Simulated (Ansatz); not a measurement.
## SnSe2 (P-3m1): zone-centre modes against carrier density

Aim: how far do free carriers move the optical modes of SnSe2 (P-3m1)?

Method: DFT PBE+D3(BJ), scalar-relativistic, plane waves, PAW; PAW set soft_1, in Ansatz 0.2.0.

## Step 1: Set-up

Symmetry: P-3m1, No. 164, trigonal system. The conventional cell has a = 3.811 Å, b = 3.811 Å, c = 6.136 Å, α = 90.00°, β = 90.00°, γ = 120.00°. Nearest to Se lie 3 Sn at 2.68 Å. Nearest to Sn lie 6 Se at 2.68 Å. Farther neighbours and most contacts between anions are not listed.

## Step 2: A rough relaxation first

A rough relaxation comes first, because large forces or stress need no tight tolerances yet.

Input file input.yaml:

```yaml
crystal:
  lattice:
    - [3.811, 0.0, 0.0]
    - [-1.9055, 3.3004228138, 0.0]
    - [0.0, 0.0, 6.136]
  atoms:
    - { symbol: Se, position: [0.33333333, 0.66666667, 0.249] }
    - { symbol: Se, position: [0.66666667, 0.33333333, 0.751] }
    - { symbol: Sn, position: [0.0, 0.0, 0.0] }
kpoints:
  mp_grid: { grid: [6, 6, 4] }
hamiltonian:
  xc: pbe
  dispersion: d3bj
  pseudopotentials: { kind: paw, azcp: { folder: soft_1 } }
scf:
  occupations: { method: gaussian, width: 0.1 }
output:
  forces: true
  stress: true
  eigenvalues: true
relax:
  adjacent_minimum: "off"
  f_tol: 0.05
  max_steps: 80
  cell: { stress_tol: 0.5 }
```

The run is started by

```bash
ansatz run input.yaml --threads 8 --pin off --max-ram 16384MiB --backend cpu --events-out ev --progress --plain --runs-dir out
```

Numbers of over 12 decimals in the logs are rounded to 6 here.

What it wrote:

```text
The last accepted step is kept in <dir> (removed where the run ends without a failure and the disk answers)
Engine: ansatz 0.2.0, aarch64-unknown-linux-gnu
Pseudopotentials: kind: paw
Pseudopotential: Se, paw, valence charge 16, recommended cutoff 420 eV (normal), soft_1/Se.paw.azcp
Pseudopotential: Sn, paw, valence charge 14, recommended cutoff 420 eV (normal), soft_1/Sn.paw.azcp
Functional definition: PBE
[...]
F+E_penalty+E_count = -16964.50885191 eV   max|allowed force component| = 1.172e-2 eV/Å   (the final SCF, on the basis selected at the relaxed cell)
  cell:  # Å, volume = 76.9116 Å³
    - [3.838744, 0, -5.142548335917693e-18]
    - [-1.919372, 3.324450, 2.5712741679588466e-18]
    - [-8.279894145709398e-18, 0, 6.026743]
  atoms:
    - { symbol: Se, position: [0.333333, 0.666667, 0.264540] }
    - { symbol: Se, position: [0.666667, 0.333333, 0.735460] }
    - { symbol: Sn, position: [0, 0, 0] }
[key lines of the parts left out:]
SCF converged after 4 iterations
Free energy (F): -16964.508852 eV
Fermi energy:    8.349635 eV
P = ⅓ Tr σ = -0.0122 GPa (-0.122 kbar)
```

Wall time 4.8 s (8 threads of Arm Neoverse N1, shared host); peak memory 0.45 GiB; 30 s of CPU time.

The steps of the relaxation:

```csv
step,energy less that of the first step (eV),largest force component (eV/Å),pressure (GPa),volume (Å³)
1,0.0000,0.7909,3.25,77.18
2,0.0878,1.0504,-3.24,77.53
3,-0.0627,0.0891,-0.43,77.44
4,-0.0641,0.0117,-0.01,76.91
5*,-0.0641,0.0117,-0.01,76.91
```

Relaxation steps marked * repeat the geometry before them on a plane-wave basis chosen anew for their cell, so energy and pressure can jump there. Relaxation step 2 was tried and not accepted.

Forces are held to the 12 operations that the run works with; a distortion that breaks them can't arise in this run.

```csv
"conventional cell, symmetrised",before,after,change
a (Å),3.811,3.839,+0.7 %
b (Å),3.811,3.839,+0.7 %
c (Å),6.136,6.027,-1.8 %
volume (Å³/atom),25.73,25.64,-0.3 %
```

The atoms that moved most (Å, as changes of fractional coordinates times the final cell):

```csv
atom,dx,dy,dz,length
Se2,0.000,0.000,-0.094,0.094
Se1,0.000,0.000,0.094,0.094
```

The relaxed structure:

```
Se Sn
1.0
     3.83874    0.00000    0.00000
    -1.91937    3.32445    0.00000
     0.00000    0.00000    6.02674
Se Sn
2 1
Direct
  0.33333 0.66667 0.26454
  0.66667 0.33333 0.73546
  0.00000 0.00000 0.00000
```

This step gave:

* pressure: -0.01216 GPa
* volume per atom: 25.64 Å³
* gap on the k-mesh: 0.6504 eV

In this step the volume went from 25.73 to 25.64 Å³/atom.

## Step 3: Bringing the structure to rest

The cell and atoms are relaxed, since residual forces and stress would shift the frequencies.

Input file input.yaml:

```yaml
crystal:
  lattice:
    - [3.8387438931, 0.0, 0.0]
    - [-1.9193719465, 3.32444973, 0.0]
    - [0.0, 0.0, 6.02674321]
  atoms:
    - { symbol: Se, position: [0.3333333333, 0.6666666667, 0.2645396737] }
    - { symbol: Se, position: [0.6666666667, 0.3333333333, 0.7354603263] }
    - { symbol: Sn, position: [0.0, 0.0, 0.0] }
kpoints:
  mp_grid: { grid: [9, 9, 6] }
hamiltonian:
  xc: pbe
  dispersion: d3bj
  pseudopotentials: { kind: paw, azcp: { folder: soft_1 } }
scf:
  occupations: { method: gaussian, width: 0.02 }
output:
  forces: true
  stress: true
  eigenvalues: true
  write_density: true
  write_potential: true
  elf: true
  volumetric_format: npy
relax:
  adjacent_minimum: "off"
  f_tol: 0.005
  max_steps: 80
  cell: { stress_tol: 0.05 }
```

What it wrote:

```text
[...]
Crystal: 3 atoms, lattice volume = 76.912 Å³
Basis set: ecut = 420 eV, 1485 PW (Γ), exchange–correlation on 54×54×90 points (8 copies of the dense FFT grid, shifted against one another)
Bands: 28, of which v1, the nominal top of the filled ones, is band 23 counted from 1 (22 counted from 0)
Symmetry: 12 space group operations
[...]
k-points: 62 of 486
[...]
SCF iter   1: F=—  HF=-16964.902925 eV  |F-HF|=—  |Δ(HF+E_count)|=         —  Δρ=3.22e-2  dr2=1.57e0  ethr=3.10e-3  ⟨swp⟩=7.0  Hψ=7909  notcnv=0
[...]
SCF iter   8: F=-16964.519521 eV  HF=-16964.519521 eV  |F-HF|=1.58e-7  |Δ(HF+E_count)|=   3.87e-6  Δρ=7.53e-6  dr2=9.06e-8  ethr=2.17e-10  ⟨swp⟩=13.3  Hψ=13439  notcnv=0
SCF 1 converged in 8 iterations: F = -16964.519521 eV  dr2 = 9.06e-8
[...]
relax step   1: F+E_penalty+E_count = -16964.51952088 eV  Δ(F+E_penalty+E_count) = +0.000e0 eV  max|allowed force component| = 9.895e-4 eV/Å  Δτ_max = 0.0000 Å  P = -0.039 GPa  Ω = 76.912 Å³  (8 SCF iters, dr2 threshold 1.00e-7 eV, accepted)
Crystal: 3 atoms, lattice volume = 76.726 Å³
[...]
SCF iter   5: F=-16964.519579 eV  HF=-16964.519579 eV  |F-HF|=2.55e-9  |Δ(HF+E_count)|=   8.01e-8  Δρ=2.22e-6  dr2=5.32e-9  ethr=4.20e-11  ⟨swp⟩=9.2  Hψ=12527  notcnv=0
SCF 2 converged in 5 iterations: F = -16964.519579 eV  dr2 = 5.32e-9
relax step   2: F+E_penalty+E_count = -16964.51957907 eV  Δ(F+E_penalty+E_count) = -5.819e-5 eV  max|allowed force component| = 2.418e-3 eV/Å  Δτ_max = 0.0033 Å  P = +0.017 GPa  Ω = 76.726 Å³  energy of the carried Pulay correction = +1.282e-5 eV  (5 SCF iters, dr2 threshold 1.93e-8 eV, accepted)
[...]
SCF iter   1: F=—  HF=-16964.519568 eV  |F-HF|=—  |Δ(HF+E_count)|=         —  Δρ=3.03e-6  dr2=6.25e-9  ethr=1.14e-7  ⟨swp⟩=3.0  Hψ=12787  notcnv=0
eigensolver tolerance schedule: the retry pair's looser diagonalisation over-reported the residual by 8383.18 of it (diagonalisation noise at 0.45 of the residual, at the tolerance the schedule requests for it); recorded, not acted on — ethr = c·dr2/N_el stays at c = 1.0e-1
[...]
SCF iter   2: F=—  HF=-16964.519567 eV  |F-HF|=—  |Δ(HF+E_count)|=   6.84e-7  Δρ=1.68e-6  dr2=2.72e-9  ethr=1.36e-11  ⟨swp⟩=3.0  Hψ=3589  notcnv=0
[...]
SCF iter   5: F=-16964.519567 eV  HF=-16964.519567 eV  |F-HF|=7.28e-12  |Δ(HF+E_count)|=  7.28e-11  Δρ=6.91e-8  dr2=3.66e-12  ethr=1.00e-12  ⟨swp⟩=6.1  Hψ=7967  notcnv=0
SCF 3 converged in 5 iterations: F = -16964.519567 eV  dr2 = 3.66e-12
relax step   3: F+E_penalty+E_count = -16964.51956706 eV  Δ(F+E_penalty+E_count) = +1.201e-5 eV  max|allowed force component| = 2.418e-3 eV/Å  Δτ_max = 0.0000 Å  P = +0.017 GPa  Ω = 76.726 Å³  stress off target by 3.88e-2 GPa  SCF on the basis re-selected at this cell (its energy is not comparable with the rows above)  (5 SCF iters)
[...]
SCF converged after 5 iterations
Free energy (F): -16964.519567 eV
[...]
Internal energy: -16964.519567 eV  (E = F + TS)
E sigma→0 (E₀):  -16964.519567 eV
Fermi energy:    8.322121 eV
[...]
--- Forces (eV/Å), atoms counted from 1 ---
  atom   1  Se    -0.00000000    -0.00000000    -0.00241780
  atom   2  Se     0.00000000     0.00000000     0.00241780
  atom   3  Sn    -0.00000000     0.00000000     0.00000000
  max |Σ_I F_I| component: 1.16e-18 eV/Å
--- Stress (GPa, compression-positive) ---
        0.038840      -0.000000       0.000000
       -0.000000       0.038840      -0.000000
        0.000000      -0.000000      -0.026779
  P = ⅓ Tr σ = 0.0170 GPa (0.170 kbar)
--- Band table (eV; the first three rows and the last of 62) ---
  k-point 0: bands = [... 19 lower, 7.4380, 7.6044, 7.6044, 8.0282, 8.8637, 11.0817, 12.6452, 12.6452, ... 1 higher]
  k-point 1: bands = [... 19 lower, 7.3706, 7.3706, 7.6945, 7.6945, 9.5183, 11.0783, 12.5443, 12.5443, ... 1 higher]
  k-point 2: bands = [... 19 lower, 7.2980, 7.2980, 7.8143, 7.8143, 10.2175, 11.0297, 12.3540, 12.3540, ... 1 higher]
  k-point 61: bands = [... 19 lower, 3.8347, 4.3016, 7.7388, 7.7388, 10.3511, 12.3382, 12.3382, 13.8231, ... 1 higher]
--- Relaxed structure (2 steps of the walk, 2 accepted, 1 SCFs on fresh bases) ---
[...]
cell:  # Å, volume = 76.7259 Å³
    - [3.838142, -2.886298098358399e-11, 3.208255049615229e-19]
    - [-1.919071, 3.323929, -1.6041275248284826e-19]
    - [5.036889637547315e-19, 0, 6.014077]
  atoms:
    - { symbol: Se, position: [0.333333, 0.666667, 0.265082] }
    - { symbol: Se, position: [0.666667, 0.333333, 0.734918] }
    - { symbol: Sn, position: [0, 0, 0] }
```

Elapsed: 6.7 s, on 8 threads; peak memory 0.52 GiB; 47 s of CPU time.

Relaxation path:

```csv
step,energy less that of the first step (eV),largest force component (eV/Å),pressure (GPa),volume (Å³)
1,0.0000,0.0010,-0.04,76.91
2,-0.0001,0.0024,0.02,76.73
3*,0.0000,0.0024,0.02,76.73
```

Relaxation steps marked * repeat the geometry before them on a plane-wave basis chosen anew for their cell, so energy and pressure can jump there.

Forces are held to the 12 operations that the run works with; a distortion that breaks them can't arise in this run.

```csv
"conventional cell, symmetrised",before,after,change
a (Å),3.839,3.838,-0.0 %
b (Å),3.839,3.838,-0.0 %
c (Å),6.027,6.014,-0.2 %
volume (Å³/atom),25.64,25.58,-0.2 %
```

Final coordinates:

```
Se Sn
1.0
     3.83814    0.00000    0.00000
    -1.91907    3.32393    0.00000
     0.00000    0.00000    6.01408
Se Sn
2 1
Cartesian
  0.0000 2.2160 1.5942
  1.9191 1.1080 4.4199
  0.0000 0.0000 0.0000
```

Numbers from this step:

* pressure: 0.01697 GPa
* gap on the k-mesh: 0.3878 eV
* volume per atom: 25.58 Å³

Valence density in the ac plane at fractional y = 0.000, with atoms of Sn within 0.2 Å of it. It is the smooth field of the valence electrons, not physical close to the nuclei.

Ten steps, logarithmic in the rise over the least value, from '_' (0 e/Å³) to '@' (12 e/Å³), each cell a mean:
```
@@%%##==::........::::++##@@
%%##++--::........::::==**##
++==--::::::::::::::::::--==
::::::::::::::::::::::::::::
........::::::::::::::......
____......::::::::::......__
______....::::::::......____
________......::......______
__________..........________
____________________________
____________________________
____________......__________
________............________
______....::::::::....______
____......::::::::::....____
........::::::::::::::......
::::::::::::::::::::::::::::
==----::::::::::::::::::--==
##**==--::::......::::--++**
@@%%**==::........::::++##%%
@@@@##==::........::--++%%@@
```
Columns run along a (3.8 Å), rows up along c (6.0 Å). Atoms in or near the plane, at fractional coordinates: Sn at (0.00, 0.00).

ELF in the ac plane at fractional y = 0.000, with atoms of Sn within 0.2 Å of it. It is the smooth field of the valence electrons, not physical close to the nuclei.

Ten even steps from '0' (0.00) to '9' (0.72), each cell a mean:
```
00133322233310
01234444444321
33345677765433
33357888886433
22357999987432
11247999986421
00147999986310
00125789874200
00012455532100
00000111110000
00000111100000
00012334321000
00024678763100
00136899985210
11247999986311
22357999987432
33357899986433
33346777775433
12334555554332
00233322333310
00133321233200
```
Columns run along a (3.8 Å), rows up along c (6.0 Å). Atoms in or near the plane, at fractional coordinates: Sn at (0.00, 0.00).

Electrostatic potential energy in the ac plane at fractional y = 0.000, with atoms of Sn within 0.2 Å of it. With pseudopotentials it is smooth inside the atoms' cores, unlike the true potential.

Ten even steps from '_' (-21 eV) to '@' (13 eV), each cell a mean:
```
@@##__..**%%@@@@%%##++__::%%
==..__--##%%@@@@%%%%**::__::
__..==**%%%%%%%%%%%%##**::__
++**##%%%%%%%%%%%%%%%%##**++
%%%%%%%%%%%%%%##%%%%%%%%%%%%
@@@@@@@@@@%%####%%%%@@@@@@@@
@@@@@@@@@@%%%%%%%%%%@@@@@@@@
@@@@@@@@@@@@%%%%@@@@@@@@@@@@
@@@@@@@@@@@@@@@@@@@@@@@@@@@@
@@@@@@@@@@@@@@@@@@@@@@@@@@@@
@@@@@@@@@@@@@@@@@@@@@@@@@@@@
@@@@@@@@@@@@@@@@@@@@@@@@@@@@
@@@@@@@@@@@@@@@@@@@@@@@@@@@@
@@@@@@@@@@%%%%%%%%@@@@@@@@@@
@@@@@@@@@@%%%%##%%%%@@@@@@@@
%%%%%%@@%%%%####%%%%%%@@%%%%
**####%%%%%%%%%%%%%%%%%%####
..::++##%%%%%%%%%%%%%%**==::
..__..++##%%@@@@%%%%##--____
@@++__::**%%@@@@%%%%++__..##
@@@@....**%%@@@@%%##==__==@@
```
Columns run along a (3.8 Å; values clipped at the 3rd and 97th percentile), rows up along c (6.0 Å). Atoms in or near the plane, at fractional coordinates: Sn at (0.00, 0.00).

In this step the volume went from 25.64 to 25.58 Å³/atom.

## Step 4: Relaxation

The relaxation is repeated from its end, on the mesh and smearing that suit the cell and gap now reached.

input.yaml, the sections that differ from step 3:

```yaml
crystal:
  lattice:
    - [3.8381424057, 0.0, 0.0]
    - [-1.9190712028, 3.3239288267, 0.0]
    - [0.0, 0.0, 6.0140770513]
  atoms:
    - { symbol: Se, position: [0.3333333333, 0.6666666667, 0.2650822226] }
    - { symbol: Se, position: [0.6666666667, 0.3333333333, 0.7349177774] }
    - { symbol: Sn, position: [0.0, 0.0, 0.0] }
kpoints:
  mp_grid: { grid: [12, 12, 6] }
output:
  forces: true
  stress: true
  eigenvalues: true
# hamiltonian, scf, relax: as in step 3
```

What it wrote:

```text
[...]
Crystal: 3 atoms, lattice volume = 76.726 Å³
Basis set: ecut = 420 eV, 1485 PW (Γ), exchange–correlation on 54×54×90 points (8 copies of the dense FFT grid, shifted against one another)
Bands: 28, of which v1, the nominal top of the filled ones, is band 23 counted from 1 (22 counted from 0)
Symmetry: 12 space group operations
[...]
k-points: 100 of 864
[...]
--- Relaxed structure (1 steps of the walk, 1 accepted, 1 SCFs on fresh bases) ---
[...]
cell:  # Å, volume = 76.7259 Å³
    - [3.838142, -2.886748555617124e-11, 0.0]
    - [-1.919071, 3.323929, 0.0]
    - [0.0, 0.0, 6.0140770513]
  atoms:
    - { symbol: Se, position: [0.333333, 0.666667, 0.265082] }
    - { symbol: Se, position: [0.666667, 0.333333, 0.734918] }
    - { symbol: Sn, position: [0.0, 0.0, 0.0] }
[key lines of the parts left out:]
SCF converged after 5 iterations
Free energy (F): -16964.520383 eV
Fermi energy:    8.346366 eV
P = ⅓ Tr σ = 0.0154 GPa (0.154 kbar)
```

Elapsed: 6.7 s, on 8 threads; peak memory 0.55 GiB.

Little changed from the start: no atom moved by 0.005 Å and no cell edge by 0.1 %.

Numbers from this step:

```
pressure          : 0.01538 GPa
gap on the k-mesh : 0.3524 eV
```

In this step the volume went from 25.58 to 25.58 Å³/atom.

## Step 5: Tight relaxation

Phonons need small forces and stress, so the relaxation is finished with tight tolerances on 12×12×6 k points.

input.yaml, the sections that differ from step 4:

```yaml
scf:
  occupations: { method: fixed }
output:
  forces: true
  stress: true
  eigenvalues: true
  write_density: true
  write_potential: true
  elf: true
  volumetric_format: npy
relax:
  adjacent_minimum: "off"
  f_tol: 0.001
  max_steps: 60
  cell: { stress_tol: 0.01 }
# crystal, kpoints, hamiltonian: as in step 4
```

What it wrote:

```text
[...]
Crystal: 3 atoms, lattice volume = 76.726 Å³
Basis set: ecut = 420 eV, 1485 PW (Γ), exchange–correlation on 54×54×90 points (8 copies of the dense FFT grid, shifted against one another)
Bands: 28, of which v1, the nominal top of the filled ones, is band 23 counted from 1 (22 counted from 0)
Symmetry: 12 space group operations
[...]
k-points: 100 of 864
[...]
--- Relaxed structure (4 steps of the walk, 3 accepted, 1 SCFs on fresh bases) ---
[...]
cell:  # Å, volume = 76.7200 Å³
    - [3.839631, -2.8878678173681844e-11, 0]
    - [-1.919815, 3.325218, 0]
    - [0, 0, 6.008959]
  atoms:
    - { symbol: Se, position: [0.333333, 0.666667, 0.265205] }
    - { symbol: Se, position: [0.666667, 0.333333, 0.734795] }
    - { symbol: Sn, position: [0, 0, 0] }
[key lines of the parts left out:]
SCF converged after 5 iterations
Free energy (F): -16964.520392 eV
Fermi energy:    8.176620 eV
P = ⅓ Tr σ = -0.0027 GPa (-0.027 kbar)
```

It took 16 s on 8 threads; peak memory 0.57 GiB.

Little changed from the start: no atom moved by 0.005 Å and no cell edge by 0.1 %.

Numbers from this step:

```
pressure          : -0.002657 GPa
gap on the k-mesh : 0.3468 eV
volume per atom   : 25.57 Å³
```

Valence density in the ac plane at fractional y = 0.333, with atoms of Se within 0.2 Å of it. It is the smooth field of the valence electrons, not physical close to the nuclei.

Values in e/Å³, 21 rows by 14 columns, each cell a mean:
```
 0  0  0  0  0  0  0  0  0  0  0  0  0  0
 0  0  0  0  0  0  0  0  0  0  0  0  0  0
 0  0  0  0  0  0  0  1  1  1  1  1  0  0
 0  0  0  0  0  0  1  1  3  5  4  2  1  0
 0  0  0  0  0  0  1  3 13 32 22  5  1  0
 0  0  0  0  0  0  1  3 17 45 30  6  1  0
 0  0  0  0  0  0  1  2  6 14 10  3  1  0
 0  0  0  0  0  0  0  1  1  2  2  1  0  0
 0  0  0  0  0  0  0  0  1  1  1  0  0  0
 0  0  0  0  0  0  0  0  0  0  0  0  0  0
 0  0  0  0  0  0  0  0  0  0  0  0  0  0
 0  0  0  0  0  0  0  0  0  0  0  0  0  0
 0  0  0  0  0  0  0  0  0  0  0  0  0  0
 0  0  0  0  0  0  0  0  0  0  0  0  0  0
 0  0  0  0  0  0  0  0  0  0  0  0  0  0
 0  0  0  0  0  0  0  0  0  0  0  0  0  0
 0  0  0  0  0  0  0  0  0  0  0  0  0  0
 0  0  0  0  0  0  0  0  0  0  0  0  0  0
 0  0  0  0  0  0  0  0  0  0  0  0  0  0
 0  0  0  0  0  0  0  0  0  0  0  0  0  0
 0  0  0  0  0  0  0  0  0  0  0  0  0  0
```
Columns run along a (3.8 Å), rows up along c (6.0 Å). Atoms in or near the plane, at fractional coordinates: Se at (0.67, 0.73).

ELF in the ac plane at fractional y = 0.333, with atoms of Se within 0.2 Å of it. It is the smooth field of the valence electrons, not physical close to the nuclei.

Values, 21 rows by 14 columns, each cell a mean:
```
0.26 0.25 0.24 0.24 0.25 0.29 0.34 0.42 0.46 0.48 0.47 0.44 0.37 0.31
0.31 0.25 0.24 0.24 0.29 0.40 0.53 0.62 0.64 0.64 0.65 0.63 0.57 0.45
0.43 0.28 0.23 0.25 0.37 0.57 0.70 0.73 0.71 0.67 0.69 0.73 0.72 0.63
0.51 0.30 0.19 0.24 0.42 0.66 0.75 0.73 0.60 0.47 0.54 0.69 0.76 0.72
0.55 0.28 0.13 0.20 0.45 0.70 0.77 0.65 0.36 0.16 0.25 0.56 0.75 0.75
0.55 0.25 0.09 0.16 0.44 0.71 0.77 0.64 0.33 0.13 0.22 0.54 0.76 0.75
0.51 0.20 0.06 0.12 0.40 0.70 0.78 0.75 0.59 0.45 0.52 0.71 0.79 0.75
0.41 0.14 0.04 0.08 0.30 0.63 0.78 0.82 0.81 0.78 0.79 0.82 0.80 0.72
0.21 0.07 0.03 0.04 0.15 0.42 0.67 0.81 0.84 0.85 0.85 0.82 0.73 0.54
0.07 0.04 0.04 0.04 0.06 0.16 0.37 0.63 0.74 0.79 0.77 0.68 0.47 0.24
0.08 0.12 0.17 0.15 0.09 0.07 0.11 0.24 0.38 0.46 0.42 0.29 0.14 0.08
0.22 0.37 0.46 0.42 0.29 0.14 0.07 0.06 0.08 0.11 0.09 0.06 0.06 0.09
0.46 0.60 0.65 0.63 0.52 0.31 0.15 0.05 0.03 0.03 0.03 0.04 0.09 0.22
0.60 0.69 0.73 0.71 0.63 0.46 0.26 0.08 0.03 0.02 0.02 0.05 0.17 0.37
0.64 0.72 0.75 0.73 0.67 0.51 0.32 0.11 0.04 0.02 0.03 0.07 0.22 0.43
0.65 0.73 0.76 0.74 0.67 0.52 0.33 0.12 0.04 0.02 0.03 0.08 0.23 0.44
0.62 0.70 0.74 0.72 0.65 0.49 0.30 0.11 0.04 0.02 0.03 0.07 0.21 0.41
0.52 0.60 0.64 0.63 0.56 0.41 0.24 0.09 0.04 0.02 0.03 0.06 0.17 0.34
0.39 0.45 0.47 0.46 0.43 0.32 0.20 0.08 0.04 0.03 0.03 0.06 0.14 0.26
0.28 0.31 0.31 0.31 0.30 0.25 0.17 0.10 0.07 0.07 0.07 0.09 0.14 0.21
0.25 0.26 0.27 0.26 0.25 0.23 0.20 0.18 0.18 0.19 0.19 0.18 0.19 0.22
```
Columns run along a (3.8 Å), rows up along c (6.0 Å). Atoms in or near the plane, at fractional coordinates: Se at (0.67, 0.73).

Electrostatic potential energy in the ac plane at fractional y = 0.333, with atoms of Se within 0.2 Å of it. With pseudopotentials it is smooth inside the atoms' cores, unlike the true potential.

Values in eV, 21 rows by 14 columns, each cell a mean:
```
 5  2  1  2  4  7  9 10  9  9  9  9  9  8
 7  5  4  4  6  8  8  7  5  3  4  6  8  8
 8  8  7  8  8  8  6 -2 -7 -9 -9 -4  3  7
 9  9  9 10  9  7  0 -9 -6 -1 -3 -9 -4  5
 9 11 11 11 10  6 -5 -7  8 13 11 -2 -8  2
10 11 12 12 10  5 -6 -5  9 13 13  1 -8  2
10 12 12 12 11  7 -2 -8  1  9  5 -6 -6  4
11 12 13 13 12 10  5 -6 -8 -7 -8 -7  1  8
12 13 13 13 13 12 10  5  1 -2 -1  3  8 11
13 13 13 13 13 13 12 11  9  9  9 10 11 12
13 13 13 13 13 13 13 12 12 12 12 12 13 13
12 12 12 12 12 13 13 13 13 13 13 13 13 13
11 11 10 10 11 12 12 13 13 13 13 13 13 12
10  9  8  8  9 11 12 13 13 13 13 13 12 11
 9  7  6  6  8 10 11 12 13 13 13 13 12 11
 8  6  5  5  7 10 11 12 12 13 13 12 12 10
 8  7  6  6  8 10 11 12 12 12 12 12 11 10
 8  7  6  6  8  9 11 11 12 12 12 12 11 10
 7  6  5  5  7  9 10 11 12 12 12 11 10  9
 5  3  1  2  5  7  9 11 11 11 11 11 10  8
 4  1 -1  1  4  7  9 10 11 11 11 11  9  8
```
Columns run along a (3.8 Å; values clipped at the 3rd and 97th percentile), rows up along c (6.0 Å). Atoms in or near the plane, at fractional coordinates: Se at (0.67, 0.73).

The largest force component left is 0.30 meV/Å and the pressure is -0.003 GPa, within the tolerances set. The cell now holds 25.57 Å³/atom.

(Part 1 of 2 ends here.)

[Logs are printed without paths, hosts, clocks, repeated set-up lines and the standing remarks that a program may print on its own settings, such as how far it seeks lower states.]

[Hosts, paths, dates, database ids (printed as entryN), source tags and the programs' standing remarks are cut or masked in the printed files.]
